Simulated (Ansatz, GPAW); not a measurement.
# STM contrast on Ba/Mo(110), part 3 of 3

What would a tunnelling microscope show on Ba/Mo(110)?

GPAW 26.7.0 and Ansatz 0.2.0; Ansatz plane waves; slab in vacuum with a dipole correction, relaxation; PAW set soft_1 (the session's first sound run).

So far, upper work function (eV): step 2 (relaxing the atoms, PBE) 2.08; step 3 (the slab's potential, PBE, GPAW) 2.07.

## (4) A second plane-wave code

A second program with its own datasets checks the number independently.

This step: Ansatz plane waves; slab in vacuum with a dipole correction; PAW set soft_1 (Ansatz 0.2.0).

File input.yaml:

```yaml
crystal:
  lattice:
    - [4.4547727215, -3.15, 0.0]
    - [4.4547727215, 3.15, 0.0]
    - [0.0, 0.0, 26.2483430721]
  atoms:
    - { symbol: Mo, position: [0.0, 0.0, 0.3047811429] }
    - { symbol: Mo, position: [0.25, 0.25, 0.389639313] }
    - { symbol: Mo, position: [0.0, 0.0, 0.474497483] }
    - { symbol: Mo, position: [0.2526088725, 0.2526088725, 0.5584885911] }
    - { symbol: Mo, position: [0.0, 0.5, 0.3047811429] }
    - { symbol: Mo, position: [0.25, 0.75, 0.389639313] }
    - { symbol: Mo, position: [0.0, 0.5, 0.474497483] }
    - { symbol: Mo, position: [0.2455218559, 0.7544892839, 0.5569713783] }
    - { symbol: Mo, position: [0.5, 0.0, 0.3047811429] }
    - { symbol: Mo, position: [0.75, 0.25, 0.389639313] }
    - { symbol: Mo, position: [0.5, 0.0, 0.474497483] }
    - { symbol: Mo, position: [0.7544892839, 0.2455218559, 0.5569713783] }
    - { symbol: Mo, position: [0.5, 0.5, 0.3047811429] }
    - { symbol: Mo, position: [0.75, 0.75, 0.389639313] }
    - { symbol: Mo, position: [0.5, 0.5, 0.474497483] }
    - { symbol: Mo, position: [0.7474077278, 0.7474077278, 0.5584633523] }
    - { symbol: Ba, position: [0.5009613779, 0.5009613779, 0.6650622992] }
kpoints:
  mp_grid: { grid: [6, 6, 1] }
hamiltonian:
  xc: pbe
  pseudopotentials: { kind: paw, azcp: { folder: soft_1 } }
scf:
  occupations: { method: fermi_dirac, width: 0.1 }
efield:
  axis: 3
  dipole_correction: true
  ramp_width: 0.05
output:
  forces: true
  write_potential: true
  write_density: true
  volumetric_format: npy
```

Started as:

```sh
$ ansatz run input.yaml --threads 4 --pin off --max-ram 8192MiB --backend cpu --events-out ev --progress --plain --runs-dir out
```

Numbers of over 12 decimals in the logs are rounded to 6 here.

The program printed:

```text
[...]
Crystal: 17 atoms, lattice volume = 736.662 Å³
Basis set: ecut = 420 eV, 14399 PW (Γ), exchange–correlation on 80×80×360 points (8 copies of the dense FFT grid, shifted against one another)
Bands: 141, of which v1, the nominal top of the filled ones, is band 117 counted from 1 (116 counted from 0)
Symmetry: 2 space group operations
[...]
k-points: 13 of 36 (time reversal used)
[...]
SCF iter   1: F=—  HF=-85251.585764 eV  |F-HF|=—  |Δ(HF+E_count)|=         —  Δρ=6.02e-2  dr2=8.31e1  ethr=3.10e-3  p=0.000 e·Å  D=1.53e-6 V/Å  ΔV_dip=-0.00 eV  dr2_dipole=1.19e0  V_vac-E_F(+/−)=6.19/6.19 eV  ⟨swp⟩=10.3  Hψ=9590  notcnv=0
[...]
SCF iter  16: F=-85238.232392 eV  HF=-85238.232392 eV  |F-HF|=8.46e-8  |Δ(HF+E_count)|=   5.41e-9  Δρ=7.55e-7  dr2=5.99e-8  ethr=4.27e-11  p=0.398 e·Å  D=9.78e-2 V/Å  ΔV_dip=-2.57 eV  dr2_dipole=3.43e-8  V_vac-E_F(+/−)=2.07/4.64 eV  ⟨swp⟩=24.4  Hψ=17438  notcnv=0
SCF 1 converged in 16 iterations: F = -85238.232392 eV  dr2 = 5.99e-8
[...]
SCF converged after 16 iterations
Free energy (F): -85238.232392 eV
[...]
Internal energy: -85237.726662 eV  (E = F + TS)
E sigma→0 (E₀):  -85237.979527 eV
Entropy (-TS):   -0.505729 eV (-29.749 meV/atom)
Fermi energy:    5.776328 eV
Dipole field:    D = 0.097976 V/Å  (p = 0.398865 e·Å, saw-weighted, corrected)
Work function:   Φ+ = 2.0721 eV   Φ− = 4.6439 eV
[...]
--- Forces (eV/Å), atoms counted from 1 ---
  atom   1  Mo    -0.00009762     0.00000000     0.51121654
  atom   2  Mo    -0.00933853     0.00000000    -0.54587141
  atom   3  Mo     0.00140753    -0.00000000     0.21115764
  atom   4  Mo     0.00089499    -0.00000000    -0.00467311
  atom   5  Mo     0.00005211    -0.00008858     0.48103331
  atom   6  Mo    -0.00000444    -0.02711638    -0.64924936
  atom   7  Mo    -0.00014824    -0.00188075     0.03288780
  atom   8  Mo    -0.00022323     0.00127456     0.00238955
  atom   9  Mo     0.00005211     0.00008858     0.48103331
  atom  10  Mo    -0.00000444     0.02711638    -0.64924936
  atom  11  Mo    -0.00014824     0.00188075     0.03288780
  atom  12  Mo    -0.00022323    -0.00127456     0.00238955
  atom  13  Mo     0.00006532    -0.00000000     0.54086105
  atom  14  Mo     0.00912127    -0.00000000    -0.54648300
  atom  15  Mo    -0.00096090     0.00000000     0.10012367
  atom  16  Mo     0.00109986     0.00000000    -0.00762483
  atom  17  Ba    -0.00154415     0.00000000     0.00706916
  max |Σ_I F_I| component: 1.02e-4 eV/Å
--- Band table (eV; the first three rows and the last of 13) ---
  k-point 0: bands = [... 113 lower, 6.2010, 6.3718, 6.3966, 6.4080, 6.6602, 6.7033, 6.7472, 6.8695, ... 20 higher]
  k-point 1: bands = [... 113 lower, 6.0227, 6.0897, 6.2783, 6.3230, 6.3604, 6.5686, 6.5959, 6.6911, ... 20 higher]
  k-point 2: bands = [... 113 lower, 5.2901, 5.3991, 5.5848, 5.6378, 5.9787, 6.1728, 6.2465, 6.3333, ... 20 higher]
  k-point 12: bands = [... 113 lower, 4.9675, 5.0576, 5.0750, 5.0753, 5.0852, 5.2434, 5.2576, 5.6672, ... 20 higher]
```

The job ended after 1.8 min (4 threads of Arm Neoverse V1, shared host; peak memory 2.6 GiB).

This step gave:

- upper work function: 2.072 eV
- lower work function: 4.644 eV
- dipole along the normal: 0.3989 e·Å
- dipole field: 0.09798 V/Å
- vacuum level above: 7.848 eV
- vacuum level below: 10.42 eV

The electrostatic potential energy of an electron (with the applied field's), less the Fermi level, planar mean by z:

z (Å), electrostatic potential energy of an electron (with the applied field's), less the Fermi level, planar mean (eV) and a bar from the least value:
```
      0.0        4.1 #############################
      0.5        4.6 ##############################
      1.0        4.6 ##############################
      1.5        4.6 ##############################
      2.0        4.6 ##############################
      2.5        4.6 ##############################
      3.0        4.6 ##############################
      3.5        4.6 ##############################
      4.0        4.6 ##############################
      4.5        4.6 ##############################
      5.0        4.6 ##############################
      5.5        4.5 ##############################
      6.0        4.1 #############################
      6.5        2.8 ############################
      7.0       -1.3 ########################
      7.5      -14.0 ##########
      8.0      -22.5 
      8.5      -14.1 ##########
      9.0       -2.7 ######################
      9.5       -7.8 ################
     10.0      -20.9 ##
     10.5      -20.2 ###
     11.0       -6.8 ##################
     11.5       -3.3 #####################
     12.0      -15.6 ########
     12.5      -22.8 
     13.0      -13.1 ###########
     13.5       -2.8 ######################
     14.0      -10.1 ##############
     14.5      -21.6 #
     15.0      -17.7 ######
     15.5       -3.9 #####################
     16.0        1.5 ###########################
     16.5        0.8 ##########################
     17.0       -3.1 ######################
     17.5       -5.3 ###################
     18.0       -3.5 #####################
     18.5       -0.4 #########################
     19.0        1.0 ##########################
     19.5        1.5 ###########################
     20.0        1.8 ###########################
     20.5        1.9 ###########################
     21.0        2.0 ###########################
     21.5        2.0 ###########################
     22.0        2.1 ###########################
     22.5        2.1 ###########################
     23.0        2.1 ###########################
     23.5        2.1 ###########################
     24.0        2.1 ###########################
     24.5        2.1 ###########################
     25.0        2.1 ###########################
     25.5        2.7 ############################
     26.0        3.6 #############################
```

Table of valence density, planar mean by z:

z (Å), valence density, planar mean (e/Å³) and a bar:
```
      4.0       0.00 
      4.5       0.00 
      5.0       0.00 
      5.5       0.01 
      6.0       0.02 
      6.5       0.05 #
      7.0       0.19 ###
      7.5       0.92 #################
      8.0       1.62 ##############################
      8.5       0.93 #################
      9.0       0.34 ######
      9.5       0.54 ##########
     10.0       1.44 ###########################
     10.5       1.39 ##########################
     11.0       0.49 #########
     11.5       0.35 #######
     12.0       1.03 ###################
     12.5       1.60 ##############################
     13.0       0.85 ################
     13.5       0.35 ######
     14.0       0.67 ############
     14.5       1.55 #############################
     15.0       1.21 ######################
     15.5       0.32 ######
     16.0       0.11 ##
     16.5       0.10 ##
     17.0       0.17 ###
     17.5       0.18 ###
     18.0       0.15 ###
     18.5       0.06 #
     19.0       0.01 
     19.5       0.01 
     20.0       0.00 
     20.5       0.00 
     21.0       0.00 
     21.5       0.00 
     22.0       0.00 
     22.5       0.00
```

Force by atom:

| atom | x (eV/Å) | y (eV/Å) | z (eV/Å) | size |
| --- | --- | --- | --- | --- |
| Mo1 | 0.000 | 0.000 | 0.511 | 0.511 |
| Mo2 | -0.009 | 0.000 | -0.546 | 0.546 |
| Mo3 | 0.001 | 0.000 | 0.211 | 0.211 |
| Mo4 | 0.001 | 0.000 | -0.005 | 0.005 |
| Mo5 | 0.000 | 0.000 | 0.481 | 0.481 |
| Mo6 | 0.000 | -0.027 | -0.649 | 0.650 |
| Mo7 | 0.000 | -0.002 | 0.033 | 0.033 |
| Mo8 | 0.000 | 0.001 | 0.002 | 0.003 |
| Mo9 | 0.000 | 0.000 | 0.481 | 0.481 |
| Mo10 | 0.000 | 0.027 | -0.649 | 0.650 |
| Mo11 | 0.000 | 0.002 | 0.033 | 0.033 |
| Mo12 | 0.000 | -0.001 | 0.002 | 0.003 |
| Mo13 | 0.000 | 0.000 | 0.541 | 0.541 |
| Mo14 | 0.009 | 0.000 | -0.546 | 0.547 |
| Mo15 | -0.001 | 0.000 | 0.100 | 0.100 |
| Mo16 | 0.001 | 0.000 | -0.008 | 0.008 |
| Ba17 | -0.002 | 0.000 | 0.007 | 0.007 |

The upper face's work function is 2.072 eV, against 2.069 eV in the first plane-wave PBE run at this geometry.

## (5) Side by side

Results and costs are gathered.

This step: comparison of work functions, dipole and cost; PAW set soft_1 (GPAW 26.7.0).

Ladder, by row:

| step | code | work function, upper (eV) | work function, lower (eV) | dipole (e Å) | wall time (s) | peak memory (GiB) | threads |
| --- | --- | --- | --- | --- | --- | --- | --- |
| pw | GPAW | 2.069 | 4.635 | 0.3981 | 4537 | 2.45 | 1 |
| ansatz | Ansatz | 2.072 | 4.644 | 0.3989 | 107.9 | 2.6 | 4 |

## (6) Summary of results

```yaml
work_function_upper_and_lower_face: 2.069 and 4.635 eV
dipole_along_the_normal: 0.398 e Å
corrugation_at_minus_0p5_v: 0.921 Å
corrugation_at_0p5_v: 0.415 Å
```

In words: The corrugation at constant current is largest at -0.5 V, where the tip height varies by 0.92 Å over the cell. Negative sample bias images filled states, positive bias empty ones. The two faces differ by 2.6 eV, the step that the slab's dipole makes (e p/(ε0 A) gives 2.6 eV), so the dipole layer is needed. The two plane-wave codes differ by 0.0032 eV on the upper face. The images are of Tersoff-Hamann type: an s-wave tip, no tip-sample forces, heights closer than in a microscope. The cell of 28.1 Å² holds one Ba, started on one chosen site; other sites and coverages weren't tried. The in-plane lattice was kept as typed, which isn't the functional's own and leaves some strain; spin-orbit coupling and temperature are left out.

[Logs are printed without paths, hosts, clocks, repeated set-up lines and the standing remarks that a program may print on its own settings, such as how far it seeks lower states.]

[Hosts, paths, dates, database ids (printed as entryN), source tags and the programs' standing remarks are cut or masked in the printed files.]
